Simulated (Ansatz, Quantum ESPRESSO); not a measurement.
# AlN (P6_3mc): third-order response, part 2 of 4

Wanted: vibrational spectra of AlN (P6_3mc) from linear and non-linear response.

Quantum ESPRESSO 8.0 development, patched; DFT LDA, scalar-relativistic, plane waves, PseudoDojo norm-conserving pseudopotentials.

So far. Step 2 (A first look): A gap of 4.3 eV opens on this mesh, so the crystal is taken as an insulator; the start stands at -5.9 GPa. Step 4 (Ground state): The cell stands at -0.0083 GPa, close enough for phonons. The relaxed cell has a = 3.082, c = 4.933 Å (conventional setting).

The database entry behind the starting cell differs from later determinations by our own check (inner coordinate u about 0.002 short), so it need not match the best structure at ambient conditions.

### Step 5. Linear response at Γ

At q = 0 one unit cell holds all displacements; symmetry groups them into irreducible representations that are solved one by one. The response to a field gives ε∞ and the Born charges, which polar modes need. Third-order response adds the Raman tensors.

ph.in reads:

```
phonons
&inputph
   prefix = 'x'
   outdir = './tmp'
   fildyn = 'g.dyn'
   tr2_ph = 1.0d-18
   epsil = .true.
   lraman = .true.
   elop = .true.
/
0.000000000000 0.000000000000 0.000000000000
```

The run is started by

```
OMP_NUM_THREADS=1 mpirun -n 8 ph.x -nk 8 -in ph.in > ph.out
```

The log of the run:

```text
[banners, grids, parts of the stress and lines that vanish by symmetry left out]
[banner, memory and clock lines left out]
Program PHONON v.8.0dev

[...]
(   1q-points):
[...]
Exchange-correlation= PW
                           (   1   4   0   0   0   0   0)
[...]
kinetic-energy cut-off    =      84.0000  Ry
     charge density cut-off    =     336.0000  Ry
     convergence threshold     =      1.0E-18
[...]
Exchange-correlation= PW
                           (   1   4   0   0   0   0   0)
[...]
q = (   0.0000000   0.0000000   0.0000000 )
     13 Sym.Ops. (with q -> -q+G )
     G cutoff =  288.7229  (  28315 G-vectors)     FFT grid: ( 36, 36, 60)
     number of k points=    48
[...]
Mode symmetry, C_6v (6mm)  point group:
[...]
Dielectric constant
[...]
End of electric fields calculation
          Dielectric constant in cartesian axis
          (       4.349408375       0.000000000       0.000000000 )
          (       0.000000000       4.349408375      -0.000000000 )
          (       0.000000000      -0.000000000       4.566423335 )
          Effective charges (d Force / dE) in cartesian axis without acoustic sum rule applied (asr)
           atom    1  Al    Mean Z*:        2.56227
      Ex  (        2.50822       -0.00000        0.00000 )
      Ey  (        0.00000        2.50822        0.00000 )
      Ez  (        0.00000        0.00000        2.67037 )
           atom    2  Al    Mean Z*:        2.56227
      Ex  (        2.50822       -0.00000       -0.00000 )
      Ey  (        0.00000        2.50822       -0.00000 )
      Ez  (       -0.00000        0.00000        2.67037 )
           atom    3  N     Mean Z*:       -2.56266
      Ex  (       -2.50876        0.00000        0.00000 )
      Ey  (        0.00000       -2.50876       -0.00000 )
      Ez  (        0.00000       -0.00000       -2.67046 )
           atom    4  N     Mean Z*:       -2.56266
      Ex  (       -2.50876        0.00000        0.00000 )
      Ey  (        0.00000       -2.50876       -0.00000 )
      Ez  (        0.00000        0.00000       -2.67046 )
          Effective charges Sum: Mean:       -0.00078
[...]
Effective charges (d Force / dE) in cartesian axis with asr applied:
           atom    1  Al    Mean Z*:        2.56247
[...]
atom    2  Al    Mean Z*:        2.56247
[...]
atom    3  N     Mean Z*:       -2.56247
[...]
atom    4  N     Mean Z*:       -2.56247
[...]
Dielectric constant from finite-differences
          (       4.349367573       0.000000000       0.000000000 )
          (       0.000000000       4.349367573       0.000000000 )
          (       0.000000000       0.000000000       4.566375911 )
[...]
(       0.000000000      -0.000000000      -0.067488414 )
          (       0.000000000      -0.000000000       0.000000000 )
          (      -0.067488414       0.000000000       0.000000000 )
          (      -0.000000000      -0.000000000       0.000000000 )
          (      -0.000000000       0.000000000      -0.067488414 )
          (       0.000000000      -0.067488414       0.000000000 )
          (      -0.067488414      -0.000000000       0.000000000 )
          (       0.000000000      -0.067488414       0.000000000 )
[...]
(       0.000000000       0.260655793      -0.172020519 )
          (       0.000000000      -0.172020519       0.000000000 )
          (      -0.192439775       0.000000000       0.000000000 )
          (       0.000000000      -0.192439775       0.000000000 )
          (       0.000000000       0.000000000       0.417268337 )
[...]
Representation #   1 mode #   1
[...]
End of self-consistent calculation
     Convergence has been achieved
     Representation #   2 mode #   2
[...]
End of self-consistent calculation
     Convergence has been achieved
     Representation #   3 mode #   3
[...]
End of self-consistent calculation
     Convergence has been achieved
     Representation #   4 mode #   4
[...]
End of self-consistent calculation
     Convergence has been achieved
     Representation #   5 modes #   5   6
[...]
End of self-consistent calculation
     Convergence has been achieved
     Representation #   6 modes #   7   8
[...]
End of self-consistent calculation
     Convergence has been achieved
     Representation #   7 modes #   9  10
[...]
End of self-consistent calculation
     Convergence has been achieved
     Representation #   8 modes #  11  12
[...]
End of self-consistent calculation
     Convergence has been achieved
[...]
Dielectric constant in cartesian axis
          (       4.349408375       0.000000000       0.000000000 )
          (       0.000000000       4.349408375      -0.000000000 )
          (       0.000000000      -0.000000000       4.566423335 )
          Effective charges (d Force / dE) in cartesian axis without acoustic sum rule applied (asr)
           atom    1  Al    Mean Z*:        2.56227
      Ex  (        2.50822       -0.00000        0.00000 )
      Ey  (        0.00000        2.50822        0.00000 )
      Ez  (        0.00000        0.00000        2.67037 )
           atom    2  Al    Mean Z*:        2.56227
      Ex  (        2.50822       -0.00000       -0.00000 )
      Ey  (        0.00000        2.50822       -0.00000 )
      Ez  (       -0.00000        0.00000        2.67037 )
           atom    3  N     Mean Z*:       -2.56266
      Ex  (       -2.50876        0.00000        0.00000 )
      Ey  (        0.00000       -2.50876       -0.00000 )
      Ez  (        0.00000       -0.00000       -2.67046 )
           atom    4  N     Mean Z*:       -2.56266
      Ex  (       -2.50876        0.00000        0.00000 )
      Ey  (        0.00000       -2.50876       -0.00000 )
      Ez  (        0.00000        0.00000       -2.67046 )
          Effective charges Sum: Mean:       -0.00078
[...]
Effective charges (d Force / dE) in cartesian axis with asr applied:
           atom    1  Al    Mean Z*:        2.56247
[...]
atom    2  Al    Mean Z*:        2.56247
[...]
atom    3  N     Mean Z*:       -2.56247
[...]
atom    4  N     Mean Z*:       -2.56247
[...]
q = (    0.000000000   0.000000000   0.000000000 )
[...]
freq (    1) =      -0.040186 [THz] =      -1.340465 [cm-1]
     freq (    2) =      -0.039079 [THz] =      -1.303551 [cm-1]
     freq (    3) =      -0.039079 [THz] =      -1.303551 [cm-1]
     freq (    4) =       7.241525 [THz] =     241.551264 [cm-1]
     freq (    5) =       7.241525 [THz] =     241.551264 [cm-1]
     freq (    6) =      16.632236 [THz] =     554.791672 [cm-1]
     freq (    7) =      18.744311 [THz] =     625.242919 [cm-1]
     freq (    8) =      20.166781 [THz] =     672.691419 [cm-1]
     freq (    9) =      20.166781 [THz] =     672.691419 [cm-1]
     freq (   10) =      20.489172 [THz] =     683.445220 [cm-1]
     freq (   11) =      20.489172 [THz] =     683.445220 [cm-1]
     freq (   12) =      22.058681 [THz] =     735.798381 [cm-1]
[...]
Mode symmetry, C_6v (6mm)  point group:
     freq (   1-   1) =         -1.3  [cm-1]   --> A_1             I+R
     freq (   2-   3) =         -1.3  [cm-1]   --> E_1             I+R
     freq (   4-   5) =        241.6  [cm-1]   --> E_2             R
     freq (   6-   6) =        554.8  [cm-1]   --> B_1
     freq (   7-   7) =        625.2  [cm-1]   --> A_1             I+R
     freq (   8-   9) =        672.7  [cm-1]   --> E_2             R
     freq (  10-  11) =        683.4  [cm-1]   --> E_1             I+R
     freq (  12-  12) =        735.8  [cm-1]   --> B_1
```

Run time: 6.2 min. Hardware: 8 MPI ranks of Intel Xeon at 2.70GHz, shared host; 49 min of CPU time.

This step gave:

```
miss of the charge sum rule                                       : 0.001080 e
largest acoustic frequency at the zone centre before the sum rule : -1.34 cm⁻¹
highest optical zone-centre mode (no LO-TO term)                  : 735.8 cm⁻¹
lowest optical zone-centre mode                                   : 241.6 cm⁻¹
mean high-frequency dielectric constant                           : 4.422
largest Born charge in size (third of the trace)                  : 2.563 e
```

Born charge (rows field, columns displacement), before the sum rule (e), principal values of the symmetric part by kind of site:

| atom | atoms with these values | low | middle | high | mean |
| --- | --- | --- | --- | --- | --- |
| Al1 | 2 | 2.51 | 2.51 | 2.67 | 2.56 |
| N3 | 2 | -2.67 | -2.51 | -2.51 | -2.56 |

In full for N3:

```
-2.51  0.00  0.00
 0.00 -2.51  0.00
 0.00  0.00 -2.67
```

High-frequency dielectric tensor:

```
4.35 0.00 0.00
0.00 4.35 0.00
0.00 0.00 4.57
```

The acoustic modes at Γ come out as far as 1.3 cm⁻¹ from zero, where they should vanish, a small numerical error; the Born charges miss their sum rule by 0.0011 e, which is good.

### Step 6. Modes with the sum rule

A rigid shift of the crystal must cost nothing, but grids and finite bases break this; the acoustic sum rule is imposed before the matrix is diagonalised again. With Born charges the intensities follow, and the static dielectric tensor.

dynmat.in reads:

```
&input
   fildyn = 'g.dyn'
   asr = 'crystal'
   fileig = 'dynmat.eig'
   lperm = .true.
/
```

The run is started by

```
dynmat.x -in dynmat.in > dynmat.out
```

The log of the run:

```text
[banner, memory and clock lines left out]
Program DYNMAT v.8.0dev

     Reading Dynamical Matrix from file g.dyn
     ...Force constants read
     ...epsilon and Z* read
     ...Raman cross sections read
     Acoustic Sum Rule: || Z*(ASR) - Z*(orig)|| =    7.716610E-04
     Acoustic Sum Rule: ||dyn(ASR) - dyn(orig)||=    8.120175E-06
     A direction for q was not specified:TO-LO splitting will be absent

     Polarizability (A^3 units)
     multiply by 0.467163 for Clausius-Mossotti correction (not under assume_isolated = 'mt')
        10.817948    0.000000    0.000000
         0.000000   10.817948   -0.000000
         0.000000   -0.000000   11.518865

     IR activities are in (D/A)^2/amu units
     Raman activities are in A^4/amu units
     multiply Raman by 0.047629 for Clausius-Mossotti correction (not under assume_isolated = 'mt')

# mode   [cm-1]    [THz]      IR          Raman   depol.fact
    1     -0.00   -0.0000    0.0000         0.0000    0.7478
    2      0.00    0.0000    0.0000         0.0000    0.7492
    3      0.00    0.0000    0.0000         0.0000    0.1579
    4    241.55    7.2415    0.0000         0.0580    0.7500
    5    241.55    7.2415    0.0000         0.0580    0.7500
    6    554.79   16.6322    0.0000         0.0000    0.7484
    7    625.24   18.7443   35.6867        21.0784    0.7474
    8    672.69   20.1668    0.0000         9.7211    0.7500
    9    672.69   20.1668    0.0000         9.7211    0.7500
   10    683.45   20.4892   31.4902         5.0173    0.7500
   11    683.45   20.4892   31.4902         5.0173    0.7500
   12    735.80   22.0587    0.0000         0.0000    0.7323

Electronic dielectric permittivity tensor (relative, adimensional)
         4.349408    0.000000    0.000000
         0.000000    4.349408   -0.000000
         0.000000   -0.000000    4.566423

 ... with zone-center polar mode contributions
         7.892097   -0.000000    0.000000
         0.000000    7.892097   -0.000000
         0.000000   -0.000000    9.363472

)
[end of the log left out, with the tail of the file of modes that dynmat.x writes under the same name]
```

It took 0.67 s on 1 thread.

Read from the output:

| Item | Value |
| --- | --- |
| mean static dielectric constant | 8.383 |

Unit eigenvectors of the mass-weighted matrix after the sum rule; no LO-TO term. Modes at Γ, with each element's share of the kinetic energy:

```
mode  frequency (cm⁻¹)  symmetry  Al %  N %
   1               0.0  acoustic    66   34
   2               0.0  acoustic    66   34
   3               0.0  acoustic    66   34
   4             241.6        E2    71   29
   5             241.6        E2    71   29
   6             554.8        B1   100    0
   7             625.2        A1    34   66
   8             672.7        E2    29   71
   9             672.7        E2    29   71
  10             683.4        E1    34   66
  11             683.4        E1    34   66
  12             735.8        B1     0  100
```

Displacements in mode 5 (241.6 cm⁻¹), the largest set to 1:
```
Al1  0.52  1.00  0.00
Al2 -0.52 -1.00  0.00
N3  -0.47 -0.89  0.00
N4   0.47  0.89  0.00
```

Displacements in mode 12 (735.8 cm⁻¹), the largest set to 1:
```
Al1  0.00  0.00  0.00
Al2  0.00  0.00  0.00
N3   0.00  0.00  1.00
N4   0.00  0.00 -1.00
```

Degenerate modes summed, no LO-TO term. Lines of the infrared spectrum (strongest = 100):

| position (cm⁻¹) | lines merged | label | IR intensity, relative |
| --- | --- | --- | --- |
| 242 | 2 | E2 | 0.0 |
| 555 | 1 | B1 | 0.0 |
| 625 | 1 | A1 | 57 |
| 673 | 2 | E2 | 0.0 |
| 683 | 2 | E1 | 100 |
| 736 | 1 | B1 | 0.0 |

Degenerate modes summed. Lines of the Raman spectrum (strongest = 100):

```
position (cm⁻¹)  lines merged  label  Raman activity, relative
            242             2     E2                       0.6
            555             1     B1                       0.0
            625             1     A1                       100
            673             2     E2                        92
            683             2     E1                        48
            736             1     B1                       0.0
```

Static dielectric tensor (ions relaxed, fixed cell):

```
7.89 0.00 0.00
0.00 7.89 0.00
0.00 0.00 9.36
```

The rule moves no optical mode by more than 0.1 cm⁻¹.

### Step 7. Sum rules set otherwise (asr no)

Without the rule the raw error of the acoustic modes shows.

dynmat.in reads:

```
&input
   fildyn = 'g.dyn'
   asr = 'no'
   fileig = 'dynmat.eig'
   lperm = .true.
/
```

The run is started by

```
dynmat.x -in dynmat.in > dynmat.out
```

The log of the run:

```text
[banner, memory and clock lines left out]
Program DYNMAT v.8.0dev

     Reading Dynamical Matrix from file g.dyn
     ...Force constants read
     ...epsilon and Z* read
     ...Raman cross sections read
     A direction for q was not specified:TO-LO splitting will be absent

     Polarizability (A^3 units)
     multiply by 0.467163 for Clausius-Mossotti correction (not under assume_isolated = 'mt')
        10.817948    0.000000    0.000000
         0.000000   10.817948   -0.000000
         0.000000   -0.000000   11.518865

     IR activities are in (D/A)^2/amu units
     Raman activities are in A^4/amu units
     multiply Raman by 0.047629 for Clausius-Mossotti correction (not under assume_isolated = 'mt')

# mode   [cm-1]    [THz]      IR          Raman   depol.fact
    1     -1.34   -0.0402    0.0000         0.0000    0.1526
    2     -1.30   -0.0391    0.0000         0.0000    0.7500
    3     -1.30   -0.0391    0.0000         0.0000    0.7500
    4    241.55    7.2415    0.0000         0.0580    0.7500
    5    241.55    7.2415    0.0000         0.0580    0.7500
    6    554.79   16.6322    0.0000         0.0000    0.7493
    7    625.24   18.7443   35.6871        21.0784    0.7474
    8    672.69   20.1668    0.0000         9.7211    0.7500
    9    672.69   20.1668    0.0000         9.7211    0.7500
   10    683.45   20.4892   31.4923         5.0173    0.7500
   11    683.45   20.4892   31.4923         5.0173    0.7500
   12    735.80   22.0587    0.0000         0.0000    0.7448

Electronic dielectric permittivity tensor (relative, adimensional)
         4.349408    0.000000    0.000000
         0.000000    4.349408   -0.000000
         0.000000   -0.000000    4.566423

 ... with zone-center polar mode contributions
         7.892350   -0.000000    0.000000
        -0.000000    7.892350    0.000000
         0.000000    0.000000    9.363541

[end of the log left out, with the tail of the file of modes that dynmat.x writes under the same name]
```

Elapsed: 0.66 s, on 1 thread.

Zone-centre frequencies as printed; negative means imaginary. Modes:

| mode | frequency (cm⁻¹) |
| --- | --- |
| 1 | -1.34 |
| 2 | -1.3 |
| 3 | -1.3 |
| 4 | 241.6 |
| 5 | 241.6 |
| 6 | 554.8 |
| 7 | 625.2 |
| 8 | 672.7 |
| 9 | 672.7 |
| 10 | 683.5 |
| 11 | 683.5 |
| 12 | 735.8 |

Against the first rule no mode moves by more than 1.4 cm⁻¹.

### Step 8. Sum rules set otherwise: a sum rule for molecules or wires on a crystal

This rule also removes rotations, which suits wires and not a crystal; it is tried to see the harm.

dynmat.in reads:

```
&input
   fildyn = 'g.dyn'
   asr = 'one-dim'
   fileig = 'dynmat.eig'
   lperm = .true.
/
```

The run is started by

```
dynmat.x -in dynmat.in > dynmat.out
```

The log of the run:

```text
[banner, memory and clock lines left out]
Program DYNMAT v.8.0dev

     Reading Dynamical Matrix from file g.dyn
     ...Force constants read
     ...epsilon and Z* read
     ...Raman cross sections read
asr rotation axis in 1D system=    3
     For the rotational sum rules    3 atoms are taken in another cell, next to their neighbours
     Acoustic Sum Rule: || Z*(ASR) - Z*(orig)|| =    7.716610E-04
     Acoustic Sum Rule: ||dyn(ASR) - dyn(orig)||=    5.614247E-01
     Message from routine dynmat:
     WARNING: the charges keep any dipole. Ignore the strengths of the modes set to zero; with q typed a rigid rotation may get a frequency
     A direction for q was not specified:TO-LO splitting will be absent

     Polarizability (A^3 units)
     multiply by 0.467163 for Clausius-Mossotti correction (not under assume_isolated = 'mt')
        10.817948    0.000000    0.000000
         0.000000   10.817948   -0.000000
         0.000000   -0.000000   11.518865

     IR activities are in (D/A)^2/amu units
     Raman activities are in A^4/amu units
     multiply Raman by 0.047629 for Clausius-Mossotti correction (not under assume_isolated = 'mt')

# mode   [cm-1]    [THz]      IR          Raman   depol.fact
    1     -0.00   -0.0000    2.3286         0.6000    0.7500
    2     -0.00   -0.0000    0.1121         0.0289    0.7498
    3     -0.00   -0.0000    0.2169         0.0559    0.7500
    4      0.00    0.0000   10.0308         2.5915    0.7500
    5    243.28    7.2932    0.1728         0.1642    0.7500
    6    458.83   13.7554   10.1152         2.9210    0.7500
    7    554.79   16.6322    0.0000         0.0000    0.7487
    8    625.24   18.7443   35.6867        21.0784    0.7474
    9    675.15   20.2406    7.1526         8.6530    0.7500
   10    683.45   20.4892   31.4902         5.0173    0.7500
   11    686.14   20.5699    1.3612         9.5611    0.7500
   12    735.80   22.0587    0.0000         0.0000    0.6834

Electronic dielectric permittivity tensor (relative, adimensional)
         4.349408    0.000000    0.000000
         0.000000    4.349408   -0.000000
         0.000000   -0.000000    4.566423

 ... with zone-center polar mode contributions
         7.976188    0.048550    0.000000
         0.048550    7.920127    0.000000
         0.000000    0.000000    9.363472

[end of the log left out, with the tail of the file of modes that dynmat.x writes under the same name]
```

The job ended after 0.67 s (1 thread).

The run ended normally, but on settings that are not sound.

The fault: a sum rule for molecules or wires on a crystal; 1 optical mode is projected out to zero frequency, as if it were a rotation.

For a crystal the rule has to be 'simple' or 'crystal'.

Zone-centre frequencies as printed; negative means imaginary. Modes:

```
mode  frequency (cm⁻¹)
   1                 0
   2                 0
   3                 0
   4                 0
   5             243.3
   6             458.8
   7             554.8
   8             625.2
   9             675.1
  10             683.5
  11             686.1
  12             735.8
```

(Part 2 of 4 ends here.)

[Host names and launcher messages were left out of these logs when they were recorded.]

[Logs are printed without paths, hosts, clocks, repeated set-up lines and the standing remarks that a program may print on its own settings, such as how far it seeks lower states.]

[Hosts, paths, dates, database ids (printed as entryN), source tags and the programs' standing remarks are cut or masked in the printed files.]
